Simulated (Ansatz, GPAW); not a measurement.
# Work function of a 4-layer slab of Ca(110) at several levels, part 2 of 3

Aim: the work function of both faces of a 4-layer slab of Ca(110), and its spread over functionals and bases.

GPAW 26.7.0 and Ansatz 0.2.0; Ansatz plane waves; slab in vacuum with a dipole correction, relaxation; PAW set soft_1 (the session's first sound run).

So far, upper work function (eV): step 2 (relaxing the atoms) 2.77.

## Step 3: Plane waves, PBE

With the geometry fixed, the planar mean of the potential gives the vacuum level on each side.

This step: GPAW, PAW setups; slab in vacuum (GPAW 26.7.0).

run.py reads:

```python
import json
import numpy as np
from ase import Atoms
from gpaw import GPAW, PW

slab = Atoms(
    ['Ca', 'Ca', 'Ca', 'Ca'],
    positions=[
        [2.79000, 1.97283, 9.00000],
        [0.00000, 0.00000, 10.97283],
        [2.79000, 1.97283, 12.81091],
        [-0.00000, 0.00000, 14.72225]],
    cell=[[5.58, 0.0, 0.0], [0.0, 3.94566, 0.0], [0.0, 0.0, 23.91848]],
    pbc=[True, True, False])

slab.calc = GPAW(mode=PW(400), xc='PBE', kpts={'size': (6, 8, 1), 'gamma': True},
                 occupations={'name': 'fermi-dirac', 'width': 0.1}, nbands='160%',
                 convergence={'density': 1e-05}, maxiter=200,
                 poissonsolver={'dipolelayer': 'xy'},
                 symmetry={'tolerance': 1e-3}, txt='slab.txt')
result = {}
energy = slab.get_potential_energy()
fermi = slab.calc.get_fermi_level()
v = slab.calc.get_electrostatic_potential().mean((0, 1)) - fermi
n = slab.calc.get_pseudo_density().mean((0, 1))
L = slab.cell[2, 2]
z = np.arange(len(v)) * L / len(v)
low, high = slab.positions[:, 2].min(), slab.positions[:, 2].max()
below, above = np.interp([low - 6.8, high + 6.8], z, v)
slopes = [np.interp(x, z, np.gradient(v, z)) for x in (low - 6.8, high + 6.8)]
eps = np.array([[slab.calc.get_eigenvalues(k, s) for k in range(len(slab.calc.get_ibz_k_points()))]
                for s in range(slab.calc.get_number_of_spins())]) - fermi
top, bottom = eps[eps < 0].max(), eps[eps > 0].min()
dipole = slab.get_dipole_moment()[2]
print(f'energy {energy:.4f} eV, Fermi level {fermi:.4f} eV, dipole {dipole:.5f} e A')
print(f'potential 6.8 A off the faces, from the Fermi level: lower {below:.4f} eV, upper {above:.4f} eV')
print(f'slope of the potential there: lower {slopes[0]:.5f}, upper {slopes[1]:.5f} eV/A')
print(f'nearest levels on the mesh: {top:.4f} and {bottom:.4f} eV')
print('magnetic moment', round(slab.get_magnetic_moment(), 3))
result.update(energy=energy, fermi=fermi, dipole=dipole, below=below, above=above, slopes=slopes, edges=[top, bottom],
              z=z.tolist(), v=v.tolist(), n=n.tolist(), positions=slab.positions.tolist(),
              forces=slab.get_forces(apply_constraint=False).tolist(), moments=slab.get_magnetic_moments().tolist())
json.dump(result, open('result.json', 'w'))
```

Launch:

```
$ OMP_NUM_THREADS=1 OPENBLAS_NUM_THREADS=1 python run.py
```

Output:

```text
energy -6.6032 eV, Fermi level -0.7018 eV, dipole -0.00046 e A
potential 6.8 A off the faces, from the Fermi level: lower 2.7646 eV, upper 2.7686 eV
slope of the potential there: lower -0.00009, upper 0.00011 eV/A
nearest levels on the mesh: -0.0018 and 0.0120 eV
magnetic moment 0.0
```

Elapsed: 2.4 min, on 1 thread of Intel Xeon Platinum 8375C at 2.90GHz (Ice Lake), shared host; peak memory 0.36 GiB.

This step gave:

```
dipole along the normal                    : -4.63e-4 e·Å
levels nearest the Fermi level on the mesh : -0.001825, 0.01197 eV from the Fermi level
upper work function                        : 2.769 eV
lower work function                        : 2.765 eV
```

The electrostatic potential energy of an electron (without an applied field's), less the Fermi level, planar mean oscillates, so the rows of the table below give means over windows of 1 Å about each position, cut where the curve ends. Its maxima inside the range that stand out by 2 % of the span (Å: eV): 10.0: -0.960, 11.9: -1.36, 13.8: -1.20. Its minima: 9.0: -6.46, 11.0: -6.24, 12.8: -6.27, 14.7: -6.51.

Table of electrostatic potential energy of an electron (without an applied field's), less the Fermi level, planar mean by z; means over each step:

```csv
z (Å),"electrostatic potential energy of an electron (without an applied field's), less the Fermi level, planar mean (eV)"
0,2.77
1,2.76
2,2.76
3,2.76
4,2.76
5,2.75
6,2.68
7,2.28
8,0.205
9,-4.99
10,-1.64
11,-4.83
12,-2.22
13,-4.59
14,-2.43
15,-4.22
16,1.17
17,2.47
18,2.72
19,2.76
20,2.77
21,2.77
22,2.77
23,2.77
```

The pseudo valence density, planar mean oscillates, so the rows of the table below give means over windows of 1.92 Å about each position, cut where the curve ends. Its maxima inside the range that stand out by 2 % of the span (Å: e/Å³): 9.0: 0.437, 10.9: 0.439, 12.8: 0.452, 14.7: 0.439. Its minima: 10.0: 0.0832, 12.0: 0.0992, 13.9: 0.0941.

Pseudo valence density, planar mean against z; means over each step:

z (Å), pseudo valence density, planar mean (e/Å³) and a bar:
```
     2.88      0.000 
     4.80      0.000 
     6.72      0.006 #
     8.64      0.208 ##########################
    10.56      0.234 #############################
    12.48      0.243 ##############################
    14.40      0.230 ############################
    16.32      0.024 ###
    18.24      0.001 
    20.16      0.000
```

Force by atom:

| atom | x (eV/Å) | y (eV/Å) | z (eV/Å) | size |
| --- | --- | --- | --- | --- |
| Ca1 | 0.0000 | 0.0000 | 0.0647 | 0.0647 |
| Ca2 | 0.0000 | 0.0000 | -0.0748 | 0.0748 |
| Ca3 | 0.0000 | 0.0000 | 0.0050 | 0.0050 |
| Ca4 | 0.0000 | 0.0000 | 0.0059 | 0.0059 |

The potential is flat to 1.1e-4 eV/Å where it is read, so the vacuum is wide enough. The geometry is the other program's minimum; here the largest force on a free atom is 0.0059 eV/Å.

## Step 4: Self-consistent run: xc = "RPBE"

The same geometry under RPBE, to see how far the functional moves the levels against the vacuum.

run.py: that of step 3 with these lines changed.

```diff
@@ -15,3 +15,3 @@
 
-slab.calc = GPAW(mode=PW(400), xc='PBE', kpts={'size': (6, 8, 1), 'gamma': True},
+slab.calc = GPAW(mode=PW(400), xc='RPBE', kpts={'size': (6, 8, 1), 'gamma': True},
                  occupations={'name': 'fermi-dirac', 'width': 0.1}, nbands='160%',
```

Output:

```text
energy -5.9762 eV, Fermi level -0.6187 eV, dipole -0.00041 e A
potential 6.8 A off the faces, from the Fermi level: lower 2.6911 eV, upper 2.6947 eV
slope of the potential there: lower -0.00011, upper 0.00013 eV/A
nearest levels on the mesh: -0.0549 and 0.0092 eV
magnetic moment 0.0
```

The job ended after 2.4 min (1 thread; peak memory 0.35 GiB).

This step gave:

```
dipole along the normal                    : -4.08e-4 e·Å
levels nearest the Fermi level on the mesh : -0.05487, 0.009160 eV from the Fermi level
upper work function                        : 2.695 eV
lower work function                        : 2.691 eV
```

The electrostatic potential energy of an electron (without an applied field's), less the Fermi level, planar mean oscillates, so the rows of the table below give means over windows of 1 Å about each position, cut where the curve ends. Its maxima inside the range that stand out by 2 % of the span (Å: eV): 10.0: -1.07, 11.9: -1.48, 13.8: -1.31. Its minima: 9.0: -6.54, 11.0: -6.34, 12.8: -6.37, 14.7: -6.60.

Table of electrostatic potential energy of an electron (without an applied field's), less the Fermi level, planar mean by z; means over each step:

| z (Å) | electrostatic potential energy of an electron (without an applied field's), less the Fermi level, planar mean (eV) |
| --- | --- |
| 0 | 2.69 |
| 1 | 2.69 |
| 2 | 2.69 |
| 3 | 2.69 |
| 4 | 2.69 |
| 5 | 2.68 |
| 6 | 2.60 |
| 7 | 2.19 |
| 8 | 0.124 |
| 9 | -5.08 |
| 10 | -1.75 |
| 11 | -4.93 |
| 12 | -2.33 |
| 13 | -4.69 |
| 14 | -2.54 |
| 15 | -4.30 |
| 16 | 1.09 |
| 17 | 2.39 |
| 18 | 2.64 |
| 19 | 2.69 |
| 20 | 2.69 |
| 21 | 2.69 |
| 22 | 2.69 |
| 23 | 2.69 |

The pseudo valence density, planar mean oscillates, so the rows of the table below give means over windows of 1.92 Å about each position, cut where the curve ends. Its maxima inside the range that stand out by 2 % of the span (Å: e/Å³): 9.0: 0.437, 10.9: 0.439, 12.8: 0.452, 14.7: 0.439. Its minima: 10.0: 0.0826, 12.0: 0.0986, 13.9: 0.0936.

Table of pseudo valence density, planar mean by z; means over each step:

z (Å), pseudo valence density, planar mean (e/Å³) and a bar:
```
     2.88      0.000 
     4.80      0.000 
     6.72      0.006 #
     8.64      0.208 ##########################
    10.56      0.234 #############################
    12.48      0.243 ##############################
    14.40      0.230 ############################
    16.32      0.024 ###
    18.24      0.001 
    20.16      0.000
```

Force by atom:

```
atom  x (eV/Å)  y (eV/Å)  z (eV/Å)   size
 Ca1     0.000     0.000    -0.034  0.034
 Ca2     0.000     0.000    -0.113  0.113
 Ca3     0.000     0.000     0.039  0.039
 Ca4     0.000     0.000     0.109  0.109
```

The upper face's work function is 2.695 eV, against 2.769 eV in the first plane-wave PBE run at this geometry.

## Step 5: Self-consistent run: xc = "revPBE"

The same geometry under revPBE, to see how far the functional moves the levels against the vacuum.

run.py: that of step 4 with these lines changed.

```diff
@@ -15,3 +15,3 @@
 
-slab.calc = GPAW(mode=PW(400), xc='RPBE', kpts={'size': (6, 8, 1), 'gamma': True},
+slab.calc = GPAW(mode=PW(400), xc='revPBE', kpts={'size': (6, 8, 1), 'gamma': True},
                  occupations={'name': 'fermi-dirac', 'width': 0.1}, nbands='160%',
```

Output:

```text
energy -6.0418 eV, Fermi level -0.6278 eV, dipole -0.00041 e A
potential 6.8 A off the faces, from the Fermi level: lower 2.6918 eV, upper 2.6954 eV
slope of the potential there: lower -0.00011, upper 0.00013 eV/A
nearest levels on the mesh: -0.0563 and 0.0084 eV
magnetic moment 0.0
```

Run time: 2.4 min. Hardware: 1 thread; peak memory 0.35 GiB.

This step gave:

```
dipole along the normal                    : -4.09e-4 e·Å
levels nearest the Fermi level on the mesh : -0.05629, 0.008384 eV from the Fermi level
lower work function                        : 2.692 eV
```

The electrostatic potential energy of an electron (without an applied field's), less the Fermi level, planar mean oscillates, so the rows of the table below give means over windows of 1 Å about each position, cut where the curve ends. Its maxima inside the range that stand out by 2 % of the span (Å: eV): 10.0: -1.05, 11.9: -1.45, 13.8: -1.29. Its minima: 9.0: -6.53, 11.0: -6.32, 12.8: -6.34, 14.7: -6.58.

The electrostatic potential energy of an electron (without an applied field's), less the Fermi level, planar mean by z; means over each step:

```
z (Å)  electrostatic potential energy of an electron (without an applied field's), less the Fermi level, planar mean (eV)
    0                                                                                                                2.69
    1                                                                                                                2.69
    2                                                                                                                2.69
    3                                                                                                                2.69
    4                                                                                                                2.69
    5                                                                                                                2.68
    6                                                                                                                2.61
    7                                                                                                                2.20
    8                                                                                                               0.138
    9                                                                                                               -5.06
   10                                                                                                               -1.72
   11                                                                                                               -4.91
   12                                                                                                               -2.30
   13                                                                                                               -4.67
   14                                                                                                               -2.51
   15                                                                                                               -4.29
   16                                                                                                                1.10
   17                                                                                                                2.40
   18                                                                                                                2.65
   19                                                                                                                2.69
   20                                                                                                                2.69
   21                                                                                                                2.70
   22                                                                                                                2.70
   23                                                                                                                2.70
```

The upper face's work function is 2.695 eV, against 2.769 eV in the first plane-wave PBE run at this geometry.

## Step 6: Self-consistent run: xc = "vdW-DF2"

The same geometry under vdW-DF2, to see how far the functional moves the levels against the vacuum (the van der Waals functionals take revPBE setups).

run.py: that of step 5 with these lines changed.

```diff
@@ -15,3 +15,3 @@
 
-slab.calc = GPAW(mode=PW(400), xc='revPBE', kpts={'size': (6, 8, 1), 'gamma': True},
+slab.calc = GPAW(mode=PW(400), xc='vdW-DF2', kpts={'size': (6, 8, 1), 'gamma': True},
                  occupations={'name': 'fermi-dirac', 'width': 0.1}, nbands='160%',
```

Output:

```text
energy -150.7619 eV, Fermi level -0.8565 eV, dipole -0.00030 e A
potential 6.8 A off the faces, from the Fermi level: lower 2.9904 eV, upper 2.9931 eV
slope of the potential there: lower -0.00019, upper 0.00021 eV/A
nearest levels on the mesh: -0.0171 and 0.0185 eV
magnetic moment 0.0
```

Wall time 10 min (1 thread); peak memory 0.66 GiB.

This step gave:

* dipole along the normal: -3.00e-4 e·Å
* levels nearest the Fermi level on the mesh: -0.01711, 0.01849 eV from the Fermi level
* upper work function: 2.993 eV
* lower work function: 2.990 eV

The upper face's work function is 2.993 eV, against 2.769 eV in the first plane-wave PBE run at this geometry.

## Step 7: Real-space grid: mode = "fd"

A real-space grid is a second complete basis, so it checks the plane-wave result.

run.py: that of step 6 with these lines changed.

```diff
@@ -3,3 +3,3 @@
 from ase import Atoms
-from gpaw import GPAW, PW
+from gpaw import GPAW
 
@@ -15,3 +15,3 @@
 
-slab.calc = GPAW(mode=PW(400), xc='vdW-DF2', kpts={'size': (6, 8, 1), 'gamma': True},
+slab.calc = GPAW(mode='fd', h=0.18, xc='PBE', kpts={'size': (6, 8, 1), 'gamma': True},
                  occupations={'name': 'fermi-dirac', 'width': 0.1}, nbands='160%',
```

Output:

```text
energy -6.7621 eV, Fermi level -2.7666 eV, dipole -0.00048 e A
potential 6.8 A off the faces, from the Fermi level: lower 2.7646 eV, upper 2.7685 eV
slope of the potential there: lower -0.00008, upper 0.00008 eV/A
nearest levels on the mesh: -0.0018 and 0.0117 eV
magnetic moment 0.0
```

Elapsed: 24 min, on 1 thread; peak memory 1.5 GiB.

Numbers from this step:

* dipole along the normal: -4.76e-4 e·Å
* levels nearest the Fermi level on the mesh: -0.001796, 0.01167 eV from the Fermi level
* upper work function: 2.768 eV
* lower work function: 2.765 eV

The upper face's work function is 2.768 eV, against 2.769 eV in the first plane-wave PBE run at this geometry.

## Step 8: Atomic orbitals: mode = "lcao"

Atom-centred orbitals end a few angstrom from the surface, which tests how much the density's tail matters.

run.py: that of step 7 with these lines changed.

```diff
@@ -15,4 +15,4 @@
 
-slab.calc = GPAW(mode='fd', h=0.18, xc='PBE', kpts={'size': (6, 8, 1), 'gamma': True},
-                 occupations={'name': 'fermi-dirac', 'width': 0.1}, nbands='160%',
+slab.calc = GPAW(mode='lcao', basis='dzp', h=0.18, xc='PBE', kpts={'size': (6, 8, 1), 'gamma': True},
+                 occupations={'name': 'fermi-dirac', 'width': 0.1}, nbands='120%',
                  convergence={'density': 1e-05}, maxiter=200,
```

Output:

```text
energy -5.8294 eV, Fermi level -2.7267 eV, dipole -0.00045 e A
potential 6.8 A off the faces, from the Fermi level: lower 2.7249 eV, upper 2.7286 eV
slope of the potential there: lower 0.00000, upper 0.00000 eV/A
nearest levels on the mesh: -0.0526 and 0.0025 eV
magnetic moment 0.0
```

The job ended after 10 min (1 thread; peak memory 0.48 GiB).

This step gave:

- dipole along the normal: -4.54e-4 e·Å
- levels nearest the Fermi level on the mesh: -0.05263, 0.002498 eV from the Fermi level
- upper work function: 2.729 eV
- lower work function: 2.725 eV

The upper face's work function is 2.729 eV, against 2.769 eV in the first plane-wave PBE run at this geometry.

## Step 9: Cost and result by level

Times are for 1 thread of Intel Xeon Platinum 8375C at 2.90GHz (Ice Lake), shared host. Results by setting:

```
no.      run  upper work function (eV)  lower work function (eV)     time  memory (GiB)
  1       pw                     2.769                     2.765  2.4 min          0.36
  2     RPBE                     2.695                     2.691  2.4 min          0.35
  3   revPBE                     2.695                     2.692  2.4 min          0.35
  4  vdW DF2                     2.993                     2.990   10 min          0.66
  5       fd                     2.768                     2.765   24 min           1.5
  6     lcao                     2.729                     2.725   10 min          0.48
```

[end of part 2 of 3]

[Logs are printed without paths, hosts, clocks, repeated set-up lines and the standing remarks that a program may print on its own settings, such as how far it seeks lower states.]

[Hosts, paths, dates, database ids (printed as entryN), source tags and the programs' standing remarks are cut or masked in the printed files.]
